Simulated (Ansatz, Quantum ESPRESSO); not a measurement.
# RbCaBr3 (Pm-3m): modes at Γ and the response to a field, part 2 of 3

Which modes does RbCaBr3 (Pm-3m) have at the zone centre?

Quantum ESPRESSO 7.5; DFT LDA, scalar-relativistic, plane waves, PseudoDojo norm-conserving pseudopotentials.

So far. Step 2 (A probe with smearing): A gap of 3.7 eV opens on this mesh, so the crystal is taken as an insulator; the start stands at -2.5 GPa. Step 4 (Ground state): The cell stands at -0.028 GPa, close enough for phonons. The relaxed cell has a = 5.503 Å (conventional setting).

**5. Linear response at Γ**

At q = 0 one unit cell holds all displacements; symmetry groups them into irreducible representations that are solved one by one. The response to a field gives ε∞ and the Born charges, which polar modes need.

The input, ph.in:

```
phonons
&inputph
   prefix = 'x'
   outdir = './tmp'
   fildyn = 'g.dyn'
   tr2_ph = 1.0d-18
   epsil = .true.
/
0.000000000 0.000000000 0.000000000
```

Run with:

```console
OMP_NUM_THREADS=1 mpirun -n 4 ph.x -nk 4 -in ph.in > ph.out
```

Output:

```text
[banners, grids, parts of the stress and lines that vanish by symmetry left out]
[banner, memory and clock lines left out]
Program PHONON v.7.5

     ./tmp/x.save/

     IMPORTANT: XC functional enforced from input :
     Exchange-correlation= PW
                           (   1   4   0   0   0   0   0)
     Any further DFT definition will be discarded
     Please, verify this is what you really want

     G-vector sticks info

     Reading collected, re-writing distributed wavefunctions in ./tmp/

     Number and degeneracy of irreps per q-point
       N         xq(1)         xq(2)         xq(3)   N irreps
       1   0.000000000   0.000000000   0.000000000       5
        3   3   3   3   3

     Calculation of q =    0.0000000   0.0000000   0.0000000

     phonons

     bravais-lattice index     =            0
     lattice parameter (alat)  =      10.3986  a.u.
     unit-cell volume          =    1124.4202 (a.u.)^3
     number of atoms/cell      =            5
     number of atomic types    =            3
     kinetic-energy cut-off    =      60.0000  Ry
     charge density cut-off    =     240.0000  Ry
     convergence threshold     =      1.0E-18
     beta                      =       0.7000
     number of iterations used =            4
     Exchange-correlation= PW
                           (   1   4   0   0   0   0   0)

     celldm(1)=   10.39863  celldm(2)=    0.00000  celldm(3)=    0.00000
     celldm(4)=    0.00000  celldm(5)=    0.00000  celldm(6)=    0.00000

     crystal axes: (cart. coord. in units of alat)
               a(1) = (  1.0000  0.0000  0.0000 )
               a(2) = (  0.0000  1.0000  0.0000 )
               a(3) = (  0.0000  0.0000  1.0000 )

     reciprocal axes: (cart. coord. in units 2 pi/alat)
               b(1) = (  1.0000  0.0000  0.0000 )
               b(2) = (  0.0000  1.0000  0.0000 )
               b(3) = (  0.0000  0.0000  1.0000 )

     Atoms inside the unit cell:

     Cartesian axes

     site n.  atom      mass           positions (alat units)
        1  Rb     85.4678   tau(    1) = (    0.50000    0.50000    0.50000  )
        2  Ca     40.0780   tau(    2) = (    0.00000    0.00000    0.00000  )
        3  Br     79.9040   tau(    3) = (    0.50000    0.00000    0.00000  )
        4  Br     79.9040   tau(    4) = (    0.00000    0.50000    0.00000  )
        5  Br     79.9040   tau(    5) = (    0.00000    0.00000    0.50000  )

     Computing dynamical matrix for
                    q = (   0.0000000   0.0000000   0.0000000 )

     49 Sym.Ops. (with q -> -q+G )

     G cutoff =  657.3610  (  70655 G-vectors)     FFT grid: ( 54, 54, 54)
     number of k points=    10
                       cart. coord. in units 2pi/alat
        k(    1) = (   0.0000000   0.0000000   0.0000000), wk =   0.0312500
        k(    2) = (   0.0000000   0.0000000   0.2500000), wk =   0.1875000
        k(    3) = (   0.0000000   0.0000000  -0.5000000), wk =   0.0937500
        [... further k-points left out ...]

     PseudoPot. # 1 for Rb read from file:
     ./pseudo/Rb.upf
     Pseudo is Norm-conserving + core correction, Zval =  9.0
     Using radial grid of 2226 points,  6 beta functions with:
                l(1) =   0
                l(2) =   0
                l(3) =   1
                l(4) =   1
                l(5) =   2
                l(6) =   2

     PseudoPot. # 2 for Ca read from file:
     ./pseudo/Ca.upf
     Pseudo is Norm-conserving + core correction, Zval = 10.0
     Using radial grid of 1724 points,  6 beta functions with:
                l(1) =   0
                l(2) =   0
                l(3) =   1
                l(4) =   1
                l(5) =   2
                l(6) =   2

     PseudoPot. # 3 for Br read from file:
     ./pseudo/Br.upf
     Pseudo is Norm-conserving + core correction, Zval =  7.0
     Using radial grid of 1084 points,  6 beta functions with:
                l(1) =   0
                l(2) =   0
                l(3) =   1
                l(4) =   1
                l(5) =   2
                l(6) =   2

     Mode symmetry, O_h (m-3m)  point group:

     Electric field:
     Dielectric constant
     Born effective charges as d Force / d E

     Atomic displacements:
     There are    5 irreducible representations

     Representation     1      3 modes -  To be done

     Representation     2      3 modes -  To be done

     Representation     3      3 modes -  To be done

     Representation     4      3 modes -  To be done

     Representation     5      3 modes -  To be done

     Alpha used in Ewald sum =   2.2000

     Electric Fields Calculation

      thresh= 1.000E-02 alpha_mix =  0.700 |ddv_scf|^2 =  8.122E-08

      thresh= 2.850E-05 alpha_mix =  0.700 |ddv_scf|^2 =  1.359E-08

      thresh= 1.166E-05 alpha_mix =  0.700 |ddv_scf|^2 =  8.785E-10

      thresh= 2.964E-06 alpha_mix =  0.700 |ddv_scf|^2 =  1.679E-11

      thresh= 4.098E-07 alpha_mix =  0.700 |ddv_scf|^2 =  1.349E-12

      thresh= 1.161E-07 alpha_mix =  0.700 |ddv_scf|^2 =  6.212E-14

      thresh= 2.492E-08 alpha_mix =  0.700 |ddv_scf|^2 =  2.082E-15

      thresh= 4.563E-09 alpha_mix =  0.700 |ddv_scf|^2 =  1.977E-17

      thresh= 4.446E-10 alpha_mix =  0.700 |ddv_scf|^2 =  2.734E-18

      thresh= 1.653E-10 alpha_mix =  0.700 |ddv_scf|^2 =  5.919E-20

     End of electric fields calculation

          Dielectric constant in cartesian axis

          (       3.185225420       0.000000000       0.000000000 )
          (       0.000000000       3.185225420       0.000000000 )
          (       0.000000000       0.000000000       3.185225420 )

          Effective charges (d Force / dE) in cartesian axis without acoustic sum rule applied (asr)

           atom    1  Rb    Mean Z*:        1.32145
      Ex  (        1.32145        0.00000        0.00000 )
      Ey  (        0.00000        1.32145        0.00000 )
      Ez  (        0.00000        0.00000        1.32145 )
           atom    2  Ca    Mean Z*:        2.46023
      Ex  (        2.46023        0.00000        0.00000 )
      Ey  (        0.00000        2.46023        0.00000 )
      Ez  (        0.00000        0.00000        2.46023 )
           atom    3  Br    Mean Z*:       -1.26717
      Ex  (       -2.06306        0.00000        0.00000 )
      Ey  (        0.00000       -0.86923        0.00000 )
      Ez  (        0.00000        0.00000       -0.86923 )
           atom    4  Br    Mean Z*:       -1.26717
      Ex  (       -0.86923        0.00000        0.00000 )
      Ey  (        0.00000       -2.06306        0.00000 )
      Ez  (        0.00000        0.00000       -0.86923 )
           atom    5  Br    Mean Z*:       -1.26717
      Ex  (       -0.86923        0.00000        0.00000 )
      Ey  (        0.00000       -0.86923        0.00000 )
      Ez  (        0.00000        0.00000       -2.06306 )

          Effective charges Sum: Mean:       -0.01983
             -0.01983        0.00000        0.00000
              0.00000       -0.01983        0.00000
              0.00000        0.00000       -0.01983

          Effective charges (d Force / dE) in cartesian axis with asr applied:
           atom    1  Rb    Mean Z*:        1.32542
      E*x (        1.32542        0.00000        0.00000 )
      E*y (        0.00000        1.32542        0.00000 )
      E*z (        0.00000        0.00000        1.32542 )
           atom    2  Ca    Mean Z*:        2.46420
      E*x (        2.46420        0.00000        0.00000 )
      E*y (        0.00000        2.46420        0.00000 )
      E*z (        0.00000        0.00000        2.46420 )
           atom    3  Br    Mean Z*:       -1.26321
      E*x (       -2.05910        0.00000        0.00000 )
      E*y (        0.00000       -0.86526        0.00000 )
      E*z (        0.00000        0.00000       -0.86526 )
           atom    4  Br    Mean Z*:       -1.26321
      E*x (       -0.86526        0.00000        0.00000 )
      E*y (        0.00000       -2.05910        0.00000 )
      E*z (        0.00000        0.00000       -0.86526 )
           atom    5  Br    Mean Z*:       -1.26321
      E*x (       -0.86526        0.00000        0.00000 )
      E*y (        0.00000       -0.86526        0.00000 )
      E*z (        0.00000        0.00000       -2.05910 )

     Representation #   1 modes #   1   2   3

     Self-consistent Calculation

      thresh= 1.000E-02 alpha_mix =  0.700 |ddv_scf|^2 =  1.196E-07

      thresh= 3.459E-05 alpha_mix =  0.700 |ddv_scf|^2 =  6.763E-08

      thresh= 2.601E-05 alpha_mix =  0.700 |ddv_scf|^2 =  3.679E-10

      thresh= 1.918E-06 alpha_mix =  0.700 |ddv_scf|^2 =  9.290E-12

[...]
End of self-consistent calculation

     Convergence has been achieved

     Representation #   2 modes #   4   5   6

     Self-consistent Calculation

[...]
End of self-consistent calculation

     Convergence has been achieved

     Representation #   3 modes #   7   8   9

     Self-consistent Calculation

[...]
End of self-consistent calculation

     Convergence has been achieved

     Representation #   4 modes #  10  11  12

     Self-consistent Calculation

[...]
End of self-consistent calculation

     Convergence has been achieved

     Representation #   5 modes #  13  14  15

     Self-consistent Calculation

      thresh= 1.000E-02 alpha_mix =  0.700 |ddv_scf|^2 =  3.343E-08

      thresh= 1.828E-05 alpha_mix =  0.700 |ddv_scf|^2 =  3.217E-09

      thresh= 5.672E-06 alpha_mix =  0.700 |ddv_scf|^2 =  2.908E-11

      thresh= 5.393E-07 alpha_mix =  0.700 |ddv_scf|^2 =  1.591E-13

      thresh= 3.988E-08 alpha_mix =  0.700 |ddv_scf|^2 =  2.077E-16

      thresh= 1.441E-09 alpha_mix =  0.700 |ddv_scf|^2 =  6.274E-18

      thresh= 2.505E-10 alpha_mix =  0.700 |ddv_scf|^2 =  2.939E-20

     End of self-consistent calculation

     Convergence has been achieved

     Number of q in the star =    1
     List of q in the star:
          1   0.000000000   0.000000000   0.000000000

          Dielectric constant in cartesian axis

          (       3.185225420       0.000000000       0.000000000 )
          (       0.000000000       3.185225420       0.000000000 )
          (       0.000000000       0.000000000       3.185225420 )

          Effective charges (d Force / dE) in cartesian axis without acoustic sum rule applied (asr)

           atom    1  Rb    Mean Z*:        1.32145
      Ex  (        1.32145        0.00000        0.00000 )
      Ey  (        0.00000        1.32145        0.00000 )
      Ez  (        0.00000        0.00000        1.32145 )
           atom    2  Ca    Mean Z*:        2.46023
      Ex  (        2.46023        0.00000        0.00000 )
      Ey  (        0.00000        2.46023        0.00000 )
      Ez  (        0.00000        0.00000        2.46023 )
           atom    3  Br    Mean Z*:       -1.26717
      Ex  (       -2.06306        0.00000        0.00000 )
      Ey  (        0.00000       -0.86923        0.00000 )
      Ez  (        0.00000        0.00000       -0.86923 )
           atom    4  Br    Mean Z*:       -1.26717
      Ex  (       -0.86923        0.00000        0.00000 )
      Ey  (        0.00000       -2.06306        0.00000 )
      Ez  (        0.00000        0.00000       -0.86923 )
           atom    5  Br    Mean Z*:       -1.26717
      Ex  (       -0.86923        0.00000        0.00000 )
      Ey  (        0.00000       -0.86923        0.00000 )
      Ez  (        0.00000        0.00000       -2.06306 )

          Effective charges Sum: Mean:       -0.01983
             -0.01983        0.00000        0.00000
              0.00000       -0.01983        0.00000
              0.00000        0.00000       -0.01983

          Effective charges (d Force / dE) in cartesian axis with asr applied:
           atom    1  Rb    Mean Z*:        1.32542
      E*x (        1.32542        0.00000        0.00000 )
      E*y (        0.00000        1.32542        0.00000 )
      E*z (        0.00000        0.00000        1.32542 )
           atom    2  Ca    Mean Z*:        2.46420
      E*x (        2.46420        0.00000        0.00000 )
      E*y (        0.00000        2.46420        0.00000 )
      E*z (        0.00000        0.00000        2.46420 )
           atom    3  Br    Mean Z*:       -1.26321
      E*x (       -2.05910        0.00000        0.00000 )
      E*y (        0.00000       -0.86526        0.00000 )
      E*z (        0.00000        0.00000       -0.86526 )
           atom    4  Br    Mean Z*:       -1.26321
      E*x (       -0.86526        0.00000        0.00000 )
      E*y (        0.00000       -2.05910        0.00000 )
      E*z (        0.00000        0.00000       -0.86526 )
           atom    5  Br    Mean Z*:       -1.26321
      E*x (       -0.86526        0.00000        0.00000 )
      E*y (        0.00000       -0.86526        0.00000 )
      E*z (        0.00000        0.00000       -2.05910 )

     Diagonalizing the dynamical matrix

     q = (    0.000000000   0.000000000   0.000000000 )

 **************************************************************************
     freq (    1) =      -0.542140 [THz] =     -18.083860 [cm-1]
     freq (    2) =      -0.542140 [THz] =     -18.083860 [cm-1]
     freq (    3) =      -0.542140 [THz] =     -18.083860 [cm-1]
     freq (    4) =       0.067508 [THz] =       2.251814 [cm-1]
     freq (    5) =       0.067508 [THz] =       2.251814 [cm-1]
     freq (    6) =       0.067508 [THz] =       2.251814 [cm-1]
     freq (    7) =       0.666488 [THz] =      22.231658 [cm-1]
     freq (    8) =       0.666488 [THz] =      22.231658 [cm-1]
     freq (    9) =       0.666488 [THz] =      22.231658 [cm-1]
     freq (   10) =       1.981744 [THz] =      66.103850 [cm-1]
     freq (   11) =       1.981744 [THz] =      66.103850 [cm-1]
     freq (   12) =       1.981744 [THz] =      66.103850 [cm-1]
     freq (   13) =       7.171316 [THz] =     239.209358 [cm-1]
     freq (   14) =       7.171316 [THz] =     239.209358 [cm-1]
     freq (   15) =       7.171316 [THz] =     239.209358 [cm-1]
 **************************************************************************

     Mode symmetry, O_h (m-3m)  point group:

     freq (   1-   3) =        -18.1  [cm-1]   --> T_1u G_15  G_4- I
     freq (   4-   6) =          2.3  [cm-1]   --> T_1u G_15  G_4- I
     freq (   7-   9) =         22.2  [cm-1]   --> T_2u G_25  G_5-
     freq (  10-  12) =         66.1  [cm-1]   --> T_1u G_15  G_4- I
     freq (  13-  15) =        239.2  [cm-1]   --> T_1u G_15  G_4- I
```

It took 13 min on 4 MPI ranks of Arm Neoverse V1, shared host; 54 min of CPU time.

This step gave:

```
miss of the charge sum rule                                       : 0.01984 e
largest acoustic frequency at the zone centre before the sum rule : 2.25 cm⁻¹
highest optical zone-centre mode (no LO-TO term)                  : 239.2 cm⁻¹
lowest optical zone-centre mode                                   : -18.08 cm⁻¹
mean high-frequency dielectric constant                           : 3.185
largest Born charge in size (third of the trace)                  : 2.460 e
```

Born charge (rows field, columns displacement), before the sum rule (e), principal values of the symmetric part by kind of site:

| atom | atoms with these values | low | middle | high | mean |
| --- | --- | --- | --- | --- | --- |
| Rb1 | 1 | 1.32 | 1.32 | 1.32 | 1.32 |
| Ca2 | 1 | 2.46 | 2.46 | 2.46 | 2.46 |
| Br3 | 3 | -2.06 | -0.87 | -0.87 | -1.27 |

In full for Ca2:

```
2.46 0.00 0.00
0.00 2.46 0.00
0.00 0.00 2.46
```

High-frequency dielectric tensor:

```
3.19 0.00 0.00
0.00 3.19 0.00
0.00 0.00 3.19
```

The acoustic modes at Γ come out as far as 2.2 cm⁻¹ from zero, where they should vanish, a small numerical error; the Born charges miss their sum rule by 0.020 e, which is good. The lowest optical mode is imaginary, 18i cm⁻¹, an instability at this level and on this k mesh.

**6. Modes with the sum rule**

A rigid shift of the crystal must cost nothing, but grids and finite bases break this; the acoustic sum rule is imposed before the matrix is diagonalised again. With Born charges the intensities follow; a static dielectric tensor has no meaning with imaginary modes.

The input, dynmat.in:

```
&input
   fildyn = 'g.dyn'
   asr = 'simple'
   fileig = 'dynmat.eig'
   lperm = .true.
/
```

Run with:

```console
dynmat.x -in dynmat.in > dynmat.out
```

Output:

```text
[banner, memory and clock lines left out]
Program DYNMAT v.7.5

     Reading Dynamical Matrix from file g.dyn
     ...Force constants read
     ...epsilon and Z* read
     A direction for q was not specified:TO-LO splitting will be absent

     Polarizability (A^3 units)
     multiply by 0.578567 for Clausius-Mossotti correction
        28.974663    0.000000    0.000000
         0.000000   28.974663    0.000000
         0.000000    0.000000   28.974663

     IR activities are in (D/A)^2/amu units

# mode   [cm-1]    [THz]      IR
    1    -18.16   -0.5445    0.9070
    2    -18.16   -0.5445    0.9070
    3    -18.16   -0.5445    0.9070
    4     -0.00   -0.0000    0.0000
    5     -0.00   -0.0000    0.0000
    6     -0.00   -0.0000    0.0000
    7     22.17    0.6646    0.0000
    8     22.17    0.6646    0.0000
    9     22.17    0.6646    0.0000
   10     66.04    1.9797    0.2814
   11     66.04    1.9797    0.2814
   12     66.04    1.9797    0.2814
   13    239.18    7.1703    4.4378
   14    239.18    7.1703    4.4378
   15    239.18    7.1703    4.4378

Electronic dielectric permittivity tensor (relative, adimensional)
         3.185225    0.000000    0.000000
         0.000000    3.185225    0.000000
         0.000000    0.000000    3.185225

 ... with zone-center polar mode contributions
         5.004340   -0.000000   -0.000000
        -0.000000    5.004340    0.000000
        -0.000000    0.000000    5.004340

[end of the log left out, with the tail of the file of modes that dynmat.x writes under the same name]
```

Wall time 0.46 s (1 thread).

Read from the output:

* lowest optical zone-centre mode: -18.16 cm⁻¹

Unit eigenvectors of the mass-weighted matrix after the sum rule; no LO-TO term. Modes at Γ, with each element's share of the kinetic energy (negative means imaginary):

| mode | frequency (cm⁻¹) | Rb % | Ca % | Br % |
| --- | --- | --- | --- | --- |
| 1 | -18.2 | 72 | 0 | 28 |
| 2 | -18.2 | 72 | 0 | 28 |
| 3 | -18.2 | 72 | 0 | 28 |
| 4 | 0.0 | 23 | 11 | 66 |
| 5 | 0.0 | 23 | 11 | 66 |
| 6 | 0.0 | 23 | 11 | 66 |
| 7 | 22.2 | 0 | 0 | 100 |
| 8 | 22.2 | 0 | 0 | 100 |
| 9 | 22.2 | 0 | 0 | 100 |
| 10 | 66.0 | 4 | 28 | 67 |
| 11 | 66.0 | 4 | 28 | 67 |
| 12 | 66.0 | 4 | 28 | 67 |
| 13 | 239.2 | 0 | 60 | 40 |
| 14 | 239.2 | 0 | 60 | 40 |
| 15 | 239.2 | 0 | 60 | 40 |

Displacements in mode 1 (-18.2 cm⁻¹), the largest set to 1:
```
Rb1  0.00  0.00  1.00
Ca2  0.00  0.00 -0.09
Br3  0.00  0.00 -0.44
Br4  0.00  0.00 -0.44
Br5  0.00  0.00 -0.14
```

Displacements in mode 15 (239.2 cm⁻¹), the largest set to 1:
```
Rb1  0.00  0.00  0.00
Ca2  0.00  0.00  1.00
Br3  0.00  0.00  0.04
Br4  0.00  0.00  0.04
Br5  0.00  0.00 -0.57
```

Degenerate modes summed, no LO-TO term; imaginary modes left out. Lines of the infrared spectrum (strongest = 100):

| position (cm⁻¹) | lines merged | label | IR intensity, relative |
| --- | --- | --- | --- |
| 22 | 3 | T2u | 0.0 |
| 66 | 3 | T1u | 6.3 |
| 239 | 3 | T1u | 100 |

The rule moves no optical mode by more than 0.1 cm⁻¹.

**7. Sum rules set otherwise (asr no)**

Without the rule the raw error of the acoustic modes shows.

The input, dynmat.in:

```
&input
   fildyn = 'g.dyn'
   asr = 'no'
   fileig = 'dynmat.eig'
   lperm = .true.
/
```

Run with:

```console
dynmat.x -in dynmat.in > dynmat.out
```

Output:

```text
[banner, memory and clock lines left out]
Program DYNMAT v.7.5

     Reading Dynamical Matrix from file g.dyn
     ...Force constants read
     ...epsilon and Z* read
     A direction for q was not specified:TO-LO splitting will be absent

     Polarizability (A^3 units)
     multiply by 0.578567 for Clausius-Mossotti correction
        28.974663    0.000000    0.000000
         0.000000   28.974663    0.000000
         0.000000    0.000000   28.974663

     IR activities are in (D/A)^2/amu units

# mode   [cm-1]    [THz]      IR
    1    -18.08   -0.5421    0.9076
    2    -18.08   -0.5421    0.9076
    3    -18.08   -0.5421    0.9076
    4      2.25    0.0675    0.0000
    5      2.25    0.0675    0.0000
    6      2.25    0.0675    0.0000
    7     22.23    0.6665    0.0000
    8     22.23    0.6665    0.0000
    9     22.23    0.6665    0.0000
   10     66.10    1.9817    0.2800
   11     66.10    1.9817    0.2800
   12     66.10    1.9817    0.2800
   13    239.21    7.1713    4.4332
   14    239.21    7.1713    4.4332
   15    239.21    7.1713    4.4332

Electronic dielectric permittivity tensor (relative, adimensional)
         3.185225    0.000000    0.000000
         0.000000    3.185225    0.000000
         0.000000    0.000000    3.185225

 ... with zone-center polar mode contributions
         4.997229    0.000000   -0.000000
         0.000000    4.997229   -0.000000
        -0.000000   -0.000000    4.997229

[end of the log left out, with the tail of the file of modes that dynmat.x writes under the same name]
```

It took 0.46 s on 1 thread.

Numbers from this step:

- lowest optical zone-centre mode: -18.08 cm⁻¹

Zone-centre frequencies as printed; negative means imaginary. Modes:

| mode | frequency (cm⁻¹) |
| --- | --- |
| 1 | -18.08 |
| 2 | -18.08 |
| 3 | -18.08 |
| 4 | 2.25 |
| 5 | 2.25 |
| 6 | 2.25 |
| 7 | 22.23 |
| 8 | 22.23 |
| 9 | 22.23 |
| 10 | 66.1 |
| 11 | 66.1 |
| 12 | 66.1 |
| 13 | 239.2 |
| 14 | 239.2 |
| 15 | 239.2 |

Against the first rule no mode moves by more than 2.3 cm⁻¹.

[end of part 2 of 3]

[Host names and launcher messages were left out of these logs when they were recorded.]

[Logs are printed without paths, hosts, clocks, repeated set-up lines and the standing remarks that a program may print on its own settings, such as how far it seeks lower states.]

[Hosts, paths, dates, database ids (printed as entryN), source tags and the programs' standing remarks are cut or masked in the printed files.]
